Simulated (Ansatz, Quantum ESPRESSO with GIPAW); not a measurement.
# K2S2O7: NMR parameters from first principles

Aim: the magnetic shielding tensor of every site in K2S2O7 and the field gradients at its nuclei.

What was measured: 33S quadrupolar coupling 16.2 MHz, in “33S NMR: Recent Advances and Applications” (Gerothanassis et al., Molecules 29, 3301 (2024); PMC11280432), quoting earlier work. Signs of C_Q are not measured.

Calculated with Quantum ESPRESSO with GIPAW 8.0dev (patched build); DFT, PBEsol, plane-wave PAW (pslibrary 1.0.0 recipes), scalar-relativistic, GIPAW; a patched development version of the program.

Report form: the programs' logs are mostly left out.

### Step 1. Set-up

Symmetry: C2/c, No. 15, monoclinic system. Conventional cell: a = 12.365 Å, b = 7.312 Å, c = 7.287 Å, α = 90.00°, β = 93.08°, γ = 90.00°. Nearest to K lie 9 O at 2.71 to 3.26 Å. Nearest to S lie 4 O at 1.45 to 1.65 Å. Nearest to O lie 1 S at 1.46 Å and 3 K at 2.76 to 3.08 Å. O has 1 S at 1.45 Å and 3 K at 2.81 to 3.26 Å nearest. O has 2 S at 1.65 Å nearest. Nearest to O lie 1 S at 1.46 Å and 3 K at 2.71 to 2.80 Å. Farther neighbours and most contacts between anions are not listed.

The cell is an entry of the Crystallography Open Database.

This structure had its atoms relaxed beforehand (DFT, PBEsol, plane-wave PAW, default files (PAW set soft_2), scalar-relativistic, Ansatz), starting from the database entry, since shieldings follow bond lengths closely.

### Step 2. Self-consistent run

The shielding is a linear response of the occupied states, which this run provides. It is converged far beyond what an energy needs, since the response uses the wavefunctions themselves. No empty states are asked for: the response is solved without them. The mesh has a spacing of 0.44 Å⁻¹ at most. The PAW files were made with ld1.x from the pslibrary 1.0.0 recipes, with GIPAW reconstruction switched on.

File scf.in:

```
&control
  calculation = 'scf'
  prefix = 'x'
  outdir = './tmp/'
  pseudo_dir = './'
/
&system
  ibrav = 0
  nat = 22
  ntyp = 3
  ecutwfc = 55
  ecutrho = 330
  nbnd = 72
/
&electrons
  conv_thr = 1.0d-10
  mixing_beta = 0.7
  electron_maxstep = 100
/
ATOMIC_SPECIES
  K 39.098 K.pbesol-spn-kjpaw_psl.1.0.0-gipaw.UPF
  S 32.060 S.pbesol-n-kjpaw_psl.1.0.0-gipaw.UPF
  O 15.999 O.pbesol-n-kjpaw_psl.1.0.0-gipaw.UPF
CELL_PARAMETERS angstrom
  6.18265000 -3.65610000 0.00000000
  6.18265000 3.65610000 0.00000000
  -0.39142002 0.00000000 7.27627959
ATOMIC_POSITIONS crystal
  K 0.00396976 0.70276854 0.14499744
  K 0.29723146 0.99603024 0.35500256
  K 0.99603024 0.29723146 0.85500256
  K 0.70276854 0.00396976 0.64499744
  S 0.58080482 0.21424573 0.14013635
  S 0.78575427 0.41919518 0.35986365
  S 0.41919518 0.78575427 0.85986365
  S 0.21424573 0.58080482 0.64013635
  O 0.73435580 0.15216818 0.99449893
  O 0.84783182 0.26564420 0.50550107
  O 0.26564420 0.84783182 0.00550107
  O 0.15216818 0.73435580 0.49449893
  O 0.36010595 0.30390116 0.07879311
  O 0.69609884 0.63989405 0.42120689
  O 0.63989405 0.69609884 0.92120689
  O 0.30390116 0.36010595 0.57879311
  O 0.57732812 0.42267188 0.25000000
  O 0.42267188 0.57732812 0.75000000
  O 0.64545422 0.04981032 0.27680802
  O 0.95018968 0.35454578 0.22319198
  O 0.35454578 0.95018968 0.72319198
  O 0.04981032 0.64545422 0.77680802
K_POINTS automatic
  3 3 2 0 0 0
```

The run is started by

```bash
> mpirun -np 8 pw.x -nk 4 -in scf.in > scf.out
```

Wall time 3.5 min (8 MPI ranks of Arm Neoverse V2, shared host); peak memory 2.1 GiB.

It converged in 38 cycles to an estimated accuracy of 9e-12 Ry, on 8 irreducible k-points.

### Step 3. Magnetic response

A uniform field breaks periodicity, so gipaw.x applies it as a wave of small q and takes the limit. It solves for the first-order states, builds the induced current and gets the field at each nucleus by Biot–Savart; the PAW spheres add what the smooth waves miss near the nuclei. pawproj makes the reconstruction use the PAW data sets' own projectors.

File nmr.in:

```
&inputgipaw
  job = 'nmr'
  prefix = 'x'
  tmp_dir = './tmp/'
  restart_mode = 'from_scratch'
  verbosity = 'low'
  q_gipaw = 0.01
  spline_ps = .true.
  conv_threshold = 1.0d-14
  use_nmr_macroscopic_shape = .false.
  pawproj(1) = .true.
  pawproj(2) = .true.
  pawproj(3) = .true.
/
```

The run is started by

```bash
> mpirun -np 8 gipaw.x -in nmr.in > nmr.out
```

Wall time 26 min (8 MPI ranks); peak memory 1.5 GiB; 3.5 h of CPU time.

The f-sum rule is met to 0.016 of 144.6 (0.01 %). Converged shieldings require that this miss be small, but a small miss does not prove them.

From the symmetric part of each tensor, with principal values σ11 ≤ σ22 ≤ σ33: σ_iso is their mean, the span is σ33 − σ11 and the skew 3(σ_iso − σ22)/span. (gipaw.x prints an anisotropy in another convention.)

| site | atom no. | atoms in cell | σ_iso (ppm) | span (ppm) | skew |
| --- | --- | --- | --- | --- | --- |
| K | 1 | 4 | 1204.8 | 15.3 | 0.21 |
| S | 5 | 4 | 127.7 | 224.0 | -0.71 |
| O(1) | 9 | 4 | 67.1 | 122.5 | 0.63 |
| O(2) | 13 | 4 | 67.1 | 141.5 | 0.27 |
| O(3) | 17 | 2 | -31.1 | 136.3 | 0.99 |
| O(4) | 19 | 4 | 59.3 | 111.0 | 0.66 |

The macroscopic shape term is switched off. For a spherical sample the valence susceptibility of this run would add about 8 ppm to every site, a rough estimate, since the susceptibility converges slowly and lacks part of the PAW terms. Differences within the crystal don't depend on it, but shieldings of different compounds can't be compared to better than a few ppm without it.

In this run the largest span is that of S (site symmetry 1), with principal values -10.8, 180.6 and 213.2 ppm. On O(2) the most shielded direction lies 7° off its short bond to S.

How the isotropic values are made up (ppm). The core part is that of the free atom's core; bare is the current of the smooth valence states; the last two are what the PAW spheres add to the diamagnetic and the paramagnetic current:

| site | core | bare | reconstruction, dia | reconstruction, para |
| --- | --- | --- | --- | --- |
| K | 1192.4 | 123.0 | -3.5 | -107.1 |
| S | 978.8 | -56.6 | -4.4 | -790.2 |
| O(1) | 270.5 | 18.5 | 17.4 | -239.3 |
| O(2) | 270.5 | 18.9 | 17.3 | -239.7 |
| O(3) | 270.5 | -13.3 | 17.3 | -305.7 |
| O(4) | 270.5 | 16.1 | 17.4 | -244.8 |

### Step 4. Field gradients

33S, 17O and 39K have a quadrupole moment, which couples to the field gradient and broadens the lines. The gradient is a property of the ground-state density and needs no response; it is taken from a second code that counts the whole PAW charge. C_Q = eQV_zz/h, with Q = -0.0694 barn for 33S, -0.02558 barn for 17O, 0.0603 barn for 39K.

This step: DFT, PBEsol, plane-wave PAW, default files (PAW set soft_2), scalar-relativistic, field gradients (Ansatz 0.2.0), on the same atoms.

File input.yaml:

```yaml
crystal:
  lattice:
    - [6.18265, -3.6561, 0.0]
    - [6.18265, 3.6561, 0.0]
    - [-0.3914200236, 0.0, 7.2762795854]
  atoms:
    - { symbol: K, position: [0.0039697559, 0.7027685389, 0.1449974422] }
    - { symbol: K, position: [0.2972314611, 0.9960302441, 0.3550025578] }
    - { symbol: K, position: [0.9960302441, 0.2972314611, 0.8550025578] }
    - { symbol: K, position: [0.7027685389, 0.0039697559, 0.6449974422] }
    - { symbol: S, position: [0.5808048197, 0.2142457293, 0.1401363468] }
    - { symbol: S, position: [0.7857542707, 0.4191951803, 0.3598636532] }
    - { symbol: S, position: [0.4191951803, 0.7857542707, 0.8598636532] }
    - { symbol: S, position: [0.2142457293, 0.5808048197, 0.6401363468] }
    - { symbol: O, position: [0.7343557981, 0.1521681828, 0.994498926] }
    - { symbol: O, position: [0.8478318172, 0.2656442019, 0.505501074] }
    - { symbol: O, position: [0.2656442019, 0.8478318172, 0.005501074] }
    - { symbol: O, position: [0.1521681828, 0.7343557981, 0.494498926] }
    - { symbol: O, position: [0.360105953, 0.3039011591, 0.0787931104] }
    - { symbol: O, position: [0.6960988409, 0.639894047, 0.4212068896] }
    - { symbol: O, position: [0.639894047, 0.6960988409, 0.9212068896] }
    - { symbol: O, position: [0.3039011591, 0.360105953, 0.5787931104] }
    - { symbol: O, position: [0.5773281212, 0.4226718788, 0.25] }
    - { symbol: O, position: [0.4226718788, 0.5773281212, 0.75] }
    - { symbol: O, position: [0.6454542206, 0.0498103169, 0.2768080152] }
    - { symbol: O, position: [0.9501896831, 0.3545457794, 0.2231919848] }
    - { symbol: O, position: [0.3545457794, 0.9501896831, 0.7231919848] }
    - { symbol: O, position: [0.0498103169, 0.6454542206, 0.7768080152] }
kpoints:
  mp_grid: { grid: [3, 3, 3] }
scf:
  occupations: { method: fixed }
hamiltonian:
  xc: pbesol
output:
  forces: false
  stress: false
  efg: { quadrupole_moments_barn: { K: 0.0603, S: -0.0694, O: -0.02558 } }
```

The run is started by

```bash
> ansatz run input.yaml --threads 8 --pin off --max-ram 16384MiB --backend cpu --events-out ev --progress --plain --runs-dir out
```

Elapsed: 2.4 s, on 8 threads; peak memory 1.5 GiB.

gipaw.x (job efg) gives them too, in 2.4 s; on PAW files it lacks the augmentation charge of neighbouring atoms. V_zz in 10²¹ V/m²:

| site | Ansatz | gipaw.x | η_Q, first | η_Q, second |
| --- | --- | --- | --- | --- |
| K | 1.221 | 1.166 | 0.87 | 0.90 |
| S | 7.102 | 7.199 | 0.11 | 0.12 |
| O(1) | 12.578 | 12.064 | 0.21 | 0.22 |
| O(2) | 12.369 | 11.808 | 0.27 | 0.28 |
| O(3) | 16.311 | 16.015 | 0.79 | 0.80 |
| O(4) | 12.480 | 12.035 | 0.18 | 0.20 |

Gradients over 0.05 agree within 5 %.

Among nuclei of half-integer spin the second-order effect is largest for 33S on S (spin 3/2, C_Q -11.92 MHz): at 9.4 T it moves the centre of gravity of the MAS line by -3769 ppm from δ_iso, and by a quarter of that at twice the field, by δ_Q = −(3/40)(C_Q/ν0)²(1 + η²/3)[I(I+1) − 3/4]/[I²(2I−1)²] × 10⁶ ppm with ν0 = 30.8 MHz. A line so broad is out of reach of MAS and is recorded static.

### Step 5. NMR parameters by site

Covalently bonded atoms count as neighbours within 1.18 times the sum of their radii. Otherwise a cation's neighbours lie within 1.2 times its shortest bond (1.3 for large cations, each anion's radius taken off where they differ), and an anion's are the cations that count it.

| site | atom no. | atoms in cell | surroundings | bonds (Å) | σ_iso (ppm) | C_Q (MHz) | η_Q |
| --- | --- | --- | --- | --- | --- | --- | --- |
| K | 1 | 4 | KO9 | 2.71 to 3.26 | 1204.8 | 1.78 | 0.87 |
| S | 5 | 4 | SO4 | 1.45 to 1.65 | 127.7 | -11.92 | 0.11 |
| O(1) | 9 | 4 | non-bridging on S; 4 neighbours | 1.46 to 3.08 | 67.1 | -7.78 | 0.21 |
| O(2) | 13 | 4 | non-bridging on S; 4 neighbours | 1.45 to 3.26 | 67.1 | -7.65 | 0.27 |
| O(3) | 17 | 2 | bridging S-O-S, 124° | 1.655 | -31.1 | -10.09 | 0.79 |
| O(4) | 19 | 4 | non-bridging on S; 4 neighbours | 1.46 to 2.80 | 59.3 | -7.72 | 0.18 |

By surroundings the O shieldings are bridging S-O-S: -31.1; non-bridging on S: 59.3 to 67.1 ppm.

Simulated spectrum: 33S static powder, 20 T (65.4 MHz), central transition to second order, lines broadened by 93 ppm; the axis counts ppm from the isotropic position of S, as −Δσ; rigid lattice, with dipolar and J couplings and satellite transitions left out.

offset (ppm), intensity and a bar:
```
     2171       0.00 
     1993       0.00 
     1814       0.01 
     1635       0.17 #####
     1470       0.67 ####################
     1360       0.94 ############################
     1291       0.76 #######################
     1112       0.50 ###############
      947       0.43 #############
      768       0.36 ###########
      590       0.33 ##########
      425       0.32 ##########
      246       0.31 #########
       67       0.37 ###########
     -112       0.36 ###########
     -277       0.34 ##########
     -456       0.34 ##########
     -634       0.37 ###########
     -799       0.38 ###########
     -978       0.39 ############
    -1157       0.39 ############
    -1322       0.40 ############
    -1501       0.42 ############
    -1680       0.44 #############
    -1859       0.49 ###############
    -2024       0.55 ################
    -2202       0.64 ###################
    -2381       0.95 #############################
    -2409       1.00 ##############################
    -2546       0.75 ######################
    -2725       0.61 ##################
    -2904       0.53 ################
    -3069       0.09 ###
    -3248       0.01 
    -3426       0.00 
    -3592       0.00
```

Most prominent maxima (ppm: height): 1360: 0.94, -2409: 1.00.

Simulated spectrum: 17O static powder, 9.4 T (54.3 MHz), central transition to second order, lines broadened by 39 ppm; the axis counts ppm from the isotropic position of O(1), as −Δσ; rigid lattice, with dipolar and J couplings and satellite transitions left out.

offset (ppm), intensity and a bar:
```
      995       0.00 
      921       0.00 
      847       0.00 
      772       0.01 
      704       0.02 #
      630       0.02 #
      555       0.02 #
      487       0.03 #
      413       0.03 #
      338       0.07 ##
      270       0.66 ####################
      241       1.00 ##############################
      196       0.67 ####################
      121       0.48 ##############
       47       0.43 #############
      -21       0.41 ############
      -96       0.54 ################
     -170       0.55 #################
     -238       0.61 ##################
     -313       0.82 ########################
     -347       0.93 ############################
     -387       0.78 #######################
     -455       0.57 #################
     -530       0.14 ####
     -604       0.04 #
     -678       0.03 #
     -747       0.03 #
     -821       0.03 #
     -895       0.03 #
     -964       0.03 #
    -1038       0.02 #
    -1112       0.02 #
    -1181       0.00 
    -1255       0.00 
    -1329       0.00 
    -1398       0.00
```

Most prominent maxima (ppm: height): 241: 1.00, -347: 0.93.

### Step 6. Comparison with the measured values

| quantity | site | measured | calculated | difference |
| --- | --- | --- | --- | --- |
| 33S quadrupolar coupling (MHz) | S | 16.2 | 11.92 | -4.28 |

### Step 7. Results

```json
{
 "33S shielding without shape term": "127.7 ppm",
 "33S size of C_Q": "11.92 MHz",
 "17O shielding without shape term": "-31.1, 59.3, 67.1, 67.1 ppm",
 "17O size of C_Q": "10.09, 7.72, 7.65, 7.78 MHz",
 "39K shielding without shape term": "1204.8 ppm",
 "39K size of C_Q": "1.78 MHz"
}
```

In words: 33S has one site (SO4), with isotropic shielding 127.7 ppm (shape term left out) and C_Q -11.92 MHz. A shift needs a reference, δ = σ_ref − σ, fixed on measured compounds; for 33S of this kind at this level too few were at hand, or they scattered too widely about a line, so none is given. The couplings are off by up to 26.5 %. The cause was not traced; the calculation is for static atoms, and field gradients are sensitive to small errors of the structure. No sound run at another cutoff or mesh is at hand, so convergence rests on the f-sum rule and on experience with these files. In PBE checks against another PAW code, field gradients made this way came out 2 to 6 % larger on O (three silicas and corundum) and 10 % smaller on Al (corundum alone). This build of gipaw.x prints that it is not audited and that its numbers are no references by themselves. It also reports spline_ps as false although the input sets it; why was not traced.

[Logs are printed without paths, hosts, clocks, repeated set-up lines and the standing remarks that a program may print on its own settings, such as how far it seeks lower states.]

[Hosts, paths, dates, database ids (printed as entryN), source tags and the programs' standing remarks are cut or masked in the printed files.]

[Where no reference line passes its bar on scatter, no shift is given, so a measured shift of this compound may stand uncompared.]
